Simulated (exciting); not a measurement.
## Core excitons at the S L₂,₃ edge of LuTlS2

Wanted: the near-edge spectrum and the bound core excitons at the S L₂,₃ edge of LuTlS2.

Program: exciting sodium. Level of theory: X-ray absorption, core-level Bethe-Salpeter equation, exchange and statically screened direct term, Tamm-Dancoff, all-electron LAPW+lo LDA. Results are calculated unless marked as measured.

**1. The starting structure**

Symmetry: R-3m, No. 166, trigonal system. Conventional cell: a = 3.920 Å, b = 3.920 Å, c = 22.505 Å, α = 90.00°, β = 90.00°, γ = 120.00°. Tl has 6 S at 3.23 Å nearest. Nearest to Lu lie 6 S at 2.69 Å. Nearest to S lie 3 Lu at 2.69 Å and 3 Tl at 3.23 Å. Farther neighbours and most contacts between anions are not listed.

As a file:

```xyz
4
Lattice="1.9600 1.1316 7.5016 -1.9600 1.1316 7.5016 0.0000 -2.2632 7.5016" Properties=species:S:1:pos:R:3 pbc="T T T"
Tl    0.0000    0.0000   11.2524
Lu    0.0000    0.0000    0.0000
S     0.0000    0.0000    6.0508
S     0.0000    0.0000   16.4540
```

Differences between curves are given as r.m.s. difference over r.m.s. height.

**2. Ground state**

The species files are the program's own, with muffin-tin radii set in the input.

input.xml

```
<input>
  <title>LuTlS2</title>
  <structure speciespath="." autormt="false" epslat="1.0e-5">
    <crystal>
      <basevect>3.7038000843 2.1383899758 14.1759260680</basevect>
      <basevect>-3.7038000843 2.1383899758 14.1759260680</basevect>
      <basevect>0.0000000000 -4.2767799515 14.1759260680</basevect>
    </crystal>
    <species speciesfile="Tl.xml" rmt="2.300">
      <atom coord="0.5000000000 0.5000000000 0.5000000000"/>
    </species>
    <species speciesfile="Lu.xml" rmt="2.300">
      <atom coord="0.0000000000 0.0000000000 0.0000000000"/>
    </species>
    <species speciesfile="S.xml" rmt="2.300">
      <atom coord="0.2688658400 0.2688658400 0.2688658400"/>
      <atom coord="0.7311341600 0.7311341600 0.7311341600"/>
    </species>
  </structure>
  <groundstate do="fromscratch" xctype="LDA_PW" ngridk="3 3 3" rgkmax="7" gmaxvr="14" nempty="8" swidth="0.001" maxscl="100" epsengy="1e-5"/>
</input>
```

Command:

```console
> OMP_NUM_THREADS=1 mpirun -n 4 exciting
```

Numbers of over 12 decimals in the logs are rounded to 6 here.

What it wrote:

```text
EXCITING SODIUM started
********************************************************************************
* Ground-state run starting from atomic densities                              *
********************************************************************************
+ Starting initialization                                                      +
[... lattice and species ...]
 Spin treatment                             :    spin-unpolarised
 Number of Bravais lattice symmetries       :      12
[...]
+ Self-consistent loop stopped                                                 +
 STATE.OUT is written
********************************************************************************
* Groundstate module stopped                                                   *
********************************************************************************
 Total time spent (seconds)                 :        50.18
- CAUTION! Warnings have been written in file WARNING.OUT !                    -
| EXCITING SODIUM stopped                                                      =
[key lines of the parts left out:]
Total energy                               :    -35646.04022103
Fermi energy                               :         0.19903462
```

Elapsed: 51 s, on 4 MPI ranks of Arm Neoverse V1, shared host.

The warnings file holds hints only, no warning.

The mesh shows a gap of 1.87 eV. Core levels (Dirac, from the valence top):

```csv
atom,level,energy (eV)
S,1s1/2,-2389.4
S,2s1/2,-203.4
S,2p1/2,-149.9
S,2p3/2,-148.7
```

**3. A richer basis for the empty states**

Each species file gets more local orbitals, built from u and its energy derivative at 0.15 Ha and u at 0.9 Ha.

input.xml is that of step 2.

SPECIES.xml, added lines

```
<lo l="L">  <!-- L = 0, 1, 2, and 3 from Cs on -->
  <wf matchingOrder="0" trialEnergy="0.1500" searchE="false"/>
  <wf matchingOrder="1" trialEnergy="0.1500" searchE="false"/>
  <wf matchingOrder="0" trialEnergy="0.9000" searchE="false"/>
</lo>
```

Command:

```console
> OMP_NUM_THREADS=1 mpirun -n 4 exciting
```

What it wrote:

```text
EXCITING SODIUM started
********************************************************************************
* Ground-state run starting from atomic densities                              *
********************************************************************************
+ Starting initialization                                                      +
[... lattice and species ...]
 Spin treatment                             :    spin-unpolarised
 Number of Bravais lattice symmetries       :      12
[...]
+ Self-consistent loop stopped                                                 +
 STATE.OUT is written
********************************************************************************
* Groundstate module stopped                                                   *
********************************************************************************
 Total time spent (seconds)                 :        56.65
- CAUTION! Warnings have been written in file WARNING.OUT !                    -
| EXCITING SODIUM stopped                                                      =
[key lines of the parts left out:]
Total energy                               :    -35646.04121129
Fermi energy                               :         0.19920908
```

It took 58 s on 4 MPI ranks.

Against the first ground state the total energy moves by -7 meV an atom and the gap by 0.00 eV.

**4. Screening, kernels and BSE for S atom 3**

The absorber has 3 Lu at 2.69 Å and 3 Tl at 3.23 Å (distorted octahedral, site symmetry 3m).

Changes to input.xml since step 3:

```diff
@@ -19,3 +19,19 @@
   </structure>
-  <groundstate do="fromscratch" xctype="LDA_PW" ngridk="3 3 3" rgkmax="7" gmaxvr="14" nempty="8" swidth="0.001" maxscl="100" epsengy="1e-5"/>
+  <groundstate do="skip" xctype="LDA_PW" ngridk="3 3 3" rgkmax="7" gmaxvr="14" nempty="8" swidth="0.001" maxscl="100" epsengy="1e-5"/>
+  <xs xstype="BSE" ngridk="3 3 3" ngridq="3 3 3" vkloff="0.097 0.273 0.493" rgkmax="7" nempty="43" gqmax="3" lmaxapwwf="5" lmaxemat="3" broad="0.01654" tevout="true">
+    <energywindow intv="5.091 6.754" points="452"/>
+    <screening screentype="full" nempty="69"/>
+    <BSE xas="true" xasspecies="3" xasatom="1" xasedge="L23" bsetype="singlet" nstlxas="1 39"/>
+    <qpointset>
+      <qpoint>0 0 0</qpoint>
+    </qpointset>
+    <plan>
+      <doonly task="xsgeneigvec"/>
+      <doonly task="writepmatxs"/>
+      <doonly task="scrgeneigvec"/>
+      <doonly task="scrwritepmat"/>
+      <doonly task="screen"/>
+      <doonly task="scrcoulint"/>
+    </plan>
+  </xs>
 </input>
```

input.xml for the exchange start (cutoff and plan only)

```
  gqmax="2.5"
  <plan>
    <doonly task="exccoulint"/>
  </plan>
```

input.xml for the last start (plan only)

```
  <plan>
    <doonly task="bse"/>
  </plan>
```

Command:

```console
> OMP_NUM_THREADS=1 mpirun -n 4 exciting
> OMP_NUM_THREADS=1 mpirun -n 4 exciting
> OMP_NUM_THREADS=4 exciting
```

What it wrote:

```text
| EXCITING SODIUM started for task xsgeneigvec ( 301)                          =
One-shot GS runs for BSE calculations
One-shot GS runs for k+qmt/2 grids
Info(xsgeneigvec): Generating eigenvectors for Q-point      1
Info(xsgeneigvec): Generation of eigenvectors finished
| EXCITING SODIUM started for task writepmatxs ( 320)                          =
Info(writepmatxs): Momentum matrix elements finished
| EXCITING SODIUM started for task scrgeneigvec ( 401)                         =
One-shot GS runs for BSE calculations
One-shot GS runs for k+qmt/2 grids
[...]
Info(setup_bse_block): Setting up RR part of hamiltonian
Info(setup_bse_block): Singlet spin state
Info(bse): Diagonalizing RR Hamiltonian (TDA)
Info(bse): Invoking Lapack routine ZHEEVR
      6318 eigen solutions found in the interval:
         i1=       1 i2=    6318
Info(bse): Writing excition energies and oscillator strengths to text file.
Info(makespectrum_dist): Making spectrum using formula for coupling with time reversed AR basis.
Info(makespectrum_dist): Using formalism for vanishing momentum transfer.
Info(writederived): Writing quantities derived from the macroscopic dielectric function.
Info(bselauncher): Spectrum finished for iqmt=  1
Info(bselauncher): All done for BSE type singlet
```

Wall time 29 min (4 MPI ranks).

Wall time by task: xsgeneigvec 14 s, writepmatxs 7.3 s, scrgeneigvec 6.4 s, scrwritepmat 5 s, screen 5.5 min, scrcoulint 7.8 min, exccoulint 13 min, bse 2.2 min.

The S L₂,₃ spectrum of S atom 3 (energy from the Kohn–Sham onset, core level to the lowest empty state found on the meshes used, 150.19 eV; the shifted mesh sets it, since it comes nearer the band minimum than the ground-state mesh; Im ε scaled to the maximum of the singlet run; cut below the end of the band set):

```csv
E (eV),isotropic,ε ⊥ c,ε ∥ c
-2.5,0.02,0.02,0.02
-2.0,0.03,0.03,0.03
-1.5,0.04,0.04,0.04
-1.0,0.07,0.07,0.06
-0.5,0.12,0.13,0.11
0.0,0.17,0.18,0.17
0.5,0.21,0.21,0.21
1.0,0.25,0.25,0.26
1.5,0.32,0.32,0.32
2.0,0.28,0.28,0.29
2.5,0.29,0.28,0.31
3.0,0.30,0.29,0.33
3.5,0.33,0.30,0.37
4.0,0.41,0.39,0.43
4.5,0.39,0.38,0.40
5.0,0.40,0.40,0.40
5.5,0.41,0.42,0.39
6.0,0.42,0.43,0.39
6.5,0.46,0.47,0.42
7.0,0.46,0.47,0.43
7.5,0.55,0.56,0.54
8.0,0.71,0.71,0.70
8.5,0.75,0.74,0.76
9.0,0.78,0.75,0.84
9.5,0.85,0.82,0.89
10.0,0.91,0.93,0.87
10.5,0.93,0.98,0.85
11.0,0.94,0.99,0.85
11.5,0.94,0.98,0.86
12.0,1.00,1.00,0.99
12.5,0.93,0.91,0.96
13.0,0.94,0.91,0.99
13.5,0.93,0.90,0.99
14.0,0.86,0.84,0.89
14.5,0.82,0.82,0.82
15.0,0.78,0.79,0.75
15.5,0.74,0.76,0.69
16.0,0.74,0.77,0.69
16.5,0.78,0.81,0.74
17.0,0.74,0.76,0.72
17.5,0.75,0.75,0.74
18.0,0.74,0.73,0.76
18.5,0.71,0.71,0.72
19.0,0.67,0.66,0.68
19.5,0.63,0.61,0.66
```

Maxima (height): 1.6 eV (0.32), 4.1 eV (0.41), 10.8 eV (0.95), 12.0 eV (1.00), 13.3 eV (0.95), 16.5 eV (0.78) and 17.7 eV (0.75).

The Hamiltonian has 6318 rows. The lowest groups of eigenvalues and the brightest ones, on the scale above. Core spinors bring spin-forbidden partners, so dark means forbidden by spin or by symmetry, and the shifted mesh splits states that symmetry would keep together:

```csv
energy (eV),states within 10 meV,relative strength
-0.497,4,0.80
-0.328,4,0.092
-0.178,4,0.18
-0.121,4,0.068
-0.028,4,0.12
0.005,4,0.31
4.033,4,0.74
10.679,8,0.90
10.720,6,1.00
11.998,4,0.73
12.890,6,0.79
13.252,10,0.93
```

**5. Independent particles**

Changes to input.xml since step 4:

```diff
@@ -23,3 +23,3 @@
     <screening screentype="full" nempty="69"/>
-    <BSE xas="true" xasspecies="3" xasatom="1" xasedge="L23" bsetype="singlet" nstlxas="1 39"/>
+    <BSE xas="true" xasspecies="3" xasatom="1" xasedge="L23" bsetype="IP" nstlxas="1 39"/>
     <qpointset>
@@ -28,8 +28,3 @@
     <plan>
-      <doonly task="xsgeneigvec"/>
-      <doonly task="writepmatxs"/>
-      <doonly task="scrgeneigvec"/>
-      <doonly task="scrwritepmat"/>
-      <doonly task="screen"/>
-      <doonly task="scrcoulint"/>
+      <doonly task="bse"/>
     </plan>
```

Command:

```console
> OMP_NUM_THREADS=4 exciting
```

What it wrote:

```text
| EXCITING SODIUM started for task bse ( 445)                                  =
Info(bselauncher): Init time:    2.210894
Info(bselauncher): Setting up and diagonalizing BSE Hamiltonian.
Info(bselauncher): Using momentum transfer vectors from list :   1 to  1
Info(bselauncher): Distributing qmt-points over   1 processes.
Info(bselauncher): BSE type: IP
Info(bselauncher): Momentum transfer list index: iqmt=  1
Info(bselauncher): Momentum transfer: vqmtl=   0.000   0.000   0.000
Info(bse): Inspecting occupations...
Info(setranges_modxs): Number of non-reduced k-points:       27
[...]
highest unoccupied state:  67
  Opening gap with a scissor of:      0.000/H      0.000/eV
Info(select_transitions): Number of participating transitions:    6318
Info(bse): Selecting transitions...
Info(bse):bsegap (eV):   150.195467
Info(bse): IP requested, nothing much to do
Info(bse): Writing excition energies and oscillator strengths to text file.
Info(makespectrum_dist): Making spectrum using formula for coupling with time reversed AR basis.
Info(makespectrum_dist): Using formalism for vanishing momentum transfer.
Info(writederived): Writing quantities derived from the macroscopic dielectric function.
Info(bselauncher): Spectrum finished for iqmt=  1
Info(bselauncher): All done for BSE type IP
```

Wall time 3 s (4 threads).

Maxima (height): 7.1 eV (0.36), 12.7 eV (0.86), 14.8 eV (0.93), 17.1 eV (0.89) and 19.1 eV (0.94); 1 lower ones aren't listed. Against the singlet run the r.m.s. difference is 29 %. Moving the earlier curve by +2.8 eV leaves 12 %. The highest maximum lies at 19.1 eV (0.94), against 12.0 eV (1.00).

**6. Exchange alone**

Changes to input.xml since step 5:

```diff
@@ -23,3 +23,3 @@
     <screening screentype="full" nempty="69"/>
-    <BSE xas="true" xasspecies="3" xasatom="1" xasedge="L23" bsetype="IP" nstlxas="1 39"/>
+    <BSE xas="true" xasspecies="3" xasatom="1" xasedge="L23" bsetype="RPA" nstlxas="1 39"/>
     <qpointset>
```

Command:

```console
> OMP_NUM_THREADS=4 exciting
```

What it wrote:

```text
| EXCITING SODIUM started for task bse ( 445)                                  =
Info(bselauncher): Init time:    2.212506
Info(bselauncher): Setting up and diagonalizing BSE Hamiltonian.
Info(bselauncher): Using momentum transfer vectors from list :   1 to  1
Info(bselauncher): Distributing qmt-points over   1 processes.
Info(bselauncher): BSE type: RPA
Info(bselauncher): Momentum transfer list index: iqmt=  1
Info(bselauncher): Momentum transfer: vqmtl=   0.000   0.000   0.000
Info(bse): Inspecting occupations...
Info(setranges_modxs): Number of non-reduced k-points:       27
[...]
Info(setup_bse_block): Setting up RR part of hamiltonian
Info(setup_bse_block): Using RPA approximation
Info(bse): Diagonalizing RR Hamiltonian (TDA)
Info(bse): Invoking Lapack routine ZHEEVR
      6318 eigen solutions found in the interval:
         i1=       1 i2=    6318
Info(bse): Writing excition energies and oscillator strengths to text file.
Info(makespectrum_dist): Making spectrum using formula for coupling with time reversed AR basis.
Info(makespectrum_dist): Using formalism for vanishing momentum transfer.
Info(writederived): Writing quantities derived from the macroscopic dielectric function.
Info(bselauncher): Spectrum finished for iqmt=  1
Info(bselauncher): All done for BSE type RPA
```

Run time: 2.1 min. Hardware: 4 threads.

Maxima (height): 2.3 eV (0.19), 7.1 eV (0.34), 12.7 eV (0.82), 14.9 eV (0.91) and 19.1 eV (0.96). Against the independent-particle run the r.m.s. difference is 4 %.

**7. Broadening**

Changed against the first singlet run: half width (eV) from 0.45 to 0.11.

Changes to input.xml since step 6:

```diff
@@ -20,6 +20,6 @@
   <groundstate do="skip" xctype="LDA_PW" ngridk="3 3 3" rgkmax="7" gmaxvr="14" nempty="8" swidth="0.001" maxscl="100" epsengy="1e-5"/>
-  <xs xstype="BSE" ngridk="3 3 3" ngridq="3 3 3" vkloff="0.097 0.273 0.493" rgkmax="7" nempty="43" gqmax="3" lmaxapwwf="5" lmaxemat="3" broad="0.01654" tevout="true">
-    <energywindow intv="5.091 6.754" points="452"/>
+  <xs xstype="BSE" ngridk="3 3 3" ngridq="3 3 3" vkloff="0.097 0.273 0.493" rgkmax="7" nempty="43" gqmax="3" lmaxapwwf="5" lmaxemat="3" broad="0.00404" tevout="true">
+    <energywindow intv="5.091 6.754" points="1234"/>
     <screening screentype="full" nempty="69"/>
-    <BSE xas="true" xasspecies="3" xasatom="1" xasedge="L23" bsetype="RPA" nstlxas="1 39"/>
+    <BSE xas="true" xasspecies="3" xasatom="1" xasedge="L23" bsetype="singlet" nstlxas="1 39"/>
     <qpointset>
```

Command:

```console
> OMP_NUM_THREADS=4 exciting
```

What it wrote:

```text
| EXCITING SODIUM started for task bse ( 445)                                  =
Info(bselauncher): Init time:    2.208836
Info(bselauncher): Setting up and diagonalizing BSE Hamiltonian.
Info(bselauncher): Using momentum transfer vectors from list :   1 to  1
Info(bselauncher): Distributing qmt-points over   1 processes.
Info(bselauncher): BSE type: singlet
Info(bselauncher): Momentum transfer list index: iqmt=  1
Info(bselauncher): Momentum transfer: vqmtl=   0.000   0.000   0.000
Info(bse): Inspecting occupations...
[...]
Info(setup_bse_block): Setting up RR part of hamiltonian
Info(setup_bse_block): Singlet spin state
Info(bse): Diagonalizing RR Hamiltonian (TDA)
Info(bse): Invoking Lapack routine ZHEEVR
      6318 eigen solutions found in the interval:
         i1=       1 i2=    6318
Info(bse): Writing excition energies and oscillator strengths to text file.
Info(makespectrum_dist): Making spectrum using formula for coupling with time reversed AR basis.
Info(makespectrum_dist): Using formalism for vanishing momentum transfer.
Info(writederived): Writing quantities derived from the macroscopic dielectric function.
Info(bselauncher): Spectrum finished for iqmt=  1
Info(bselauncher): All done for BSE type singlet
```

Elapsed: 2.2 min, on 4 threads.

The spectrum differs from the singlet run by 11 % r.m.s. The highest maximum lies at 12.0 eV (1.29), against 12.0 eV (1.00). Only the width of each line changes; the area stays. A table step wider than the lines misses their tops.

```csv
E (eV),first run,this run
-2.0,0.03,0.01
-1.0,0.07,0.02
0.0,0.17,0.21
1.0,0.25,0.22
2.0,0.28,0.22
3.0,0.30,0.28
4.0,0.41,0.57
5.0,0.40,0.38
6.0,0.42,0.39
7.0,0.46,0.35
8.0,0.71,0.78
9.0,0.78,0.80
10.0,0.91,1.07
11.0,0.94,0.96
12.0,1.00,1.28
13.0,0.94,1.01
14.0,0.86,0.85
15.0,0.78,0.78
16.0,0.74,0.66
17.0,0.74,0.65
18.0,0.74,0.85
19.0,0.67,0.66
```

**8. Another input**

In this try the input is made faulty on purpose, to show what that does.

Changes to input.xml since step 7:

```diff
@@ -20,4 +20,4 @@
   <groundstate do="skip" xctype="LDA_PW" ngridk="3 3 3" rgkmax="7" gmaxvr="14" nempty="8" swidth="0.001" maxscl="100" epsengy="1e-5"/>
-  <xs xstype="BSE" ngridk="3 3 3" ngridq="3 3 3" vkloff="0.097 0.273 0.493" rgkmax="7" nempty="43" gqmax="3" lmaxapwwf="5" lmaxemat="3" broad="0.00404" tevout="true">
-    <energywindow intv="5.091 6.754" points="1234"/>
+  <xs xstype="BSE" ngridk="3 3 3" ngridq="3 3 3" vkloff="0.097 0.273 0.493" rgkmax="7" nempty="43" gqmax="0.6" lmaxapwwf="5" lmaxemat="3" broad="0.01654" tevout="true">
+    <energywindow intv="5.091 6.754" points="452"/>
     <screening screentype="full" nempty="69"/>
@@ -28,3 +28,6 @@
     <plan>
-      <doonly task="bse"/>
+      <doonly task="xsgeneigvec"/>
+      <doonly task="screen"/>
+      <doonly task="scrcoulint"/>
+      <doonly task="exccoulint"/>
     </plan>
```

input.xml for the last start (plan only)

```
  <plan>
    <doonly task="bse"/>
  </plan>
```

Command:

```console
> OMP_NUM_THREADS=1 mpirun -n 4 exciting
> OMP_NUM_THREADS=4 exciting
```

What it wrote:

```text
| EXCITING SODIUM started for task xsgeneigvec ( 301)                          =
One-shot GS runs for BSE calculations
One-shot GS runs for k+qmt/2 grids
Info(xsgeneigvec): Generating eigenvectors for Q-point      1
Info(xsgeneigvec): Generation of eigenvectors finished
| EXCITING SODIUM started for task screen ( 430)                               =
Info(screenlauncher): Calculating screening for unshifted q-grid.
Info(screenlauncher): Number of q points:       6
Info(screenlauncher): lowest (partially)  unoccupied state:     29
[...]
Info(setup_bse_block): Setting up RR part of hamiltonian
Info(setup_bse_block): Singlet spin state
Info(bse): Diagonalizing RR Hamiltonian (TDA)
Info(bse): Invoking Lapack routine ZHEEVR
      6318 eigen solutions found in the interval:
         i1=       1 i2=    6318
Info(bse): Writing excition energies and oscillator strengths to text file.
Info(makespectrum_dist): Making spectrum using formula for coupling with time reversed AR basis.
Info(makespectrum_dist): Using formalism for vanishing momentum transfer.
Info(writederived): Writing quantities derived from the macroscopic dielectric function.
Info(bselauncher): Spectrum finished for iqmt=  1
Info(bselauncher): All done for BSE type singlet
```

Run time: 3.8 min. Hardware: 4 MPI ranks.

The input has a fault: the cutoff of the kernels is far too low. Against the singlet run the r.m.s. difference is 13 %. The highest maximum lies at 13.5 eV (0.93), against 12.0 eV (1.00). The first bright state moves from -0.50 to -0.35 eV. The kernels miss the short-range part of the Coulomb interaction, its components above their cutoff.

```csv
E (eV),first run,this run
-2.0,0.03,0.02
-1.0,0.07,0.05
0.0,0.17,0.15
1.0,0.25,0.20
2.0,0.28,0.25
3.0,0.30,0.24
4.0,0.41,0.29
5.0,0.40,0.37
6.0,0.42,0.40
7.0,0.46,0.40
8.0,0.71,0.57
9.0,0.78,0.63
10.0,0.91,0.75
11.0,0.94,0.84
12.0,1.00,0.90
13.0,0.94,0.89
14.0,0.86,0.89
15.0,0.78,0.83
16.0,0.74,0.78
17.0,0.74,0.81
18.0,0.74,0.83
19.0,0.67,0.79
```

(Part 1 of 2 ends here.)

[Banner, clock and machine lines of the logs are left out without a mark of their own.]

[Logs are printed without paths, hosts, clocks, repeated set-up lines and the standing remarks that a program may print on its own settings, such as how far it seeks lower states.]

[Hosts, paths, dates, database ids (printed as entryN), source tags and the programs' standing remarks are cut or masked in the printed files.]
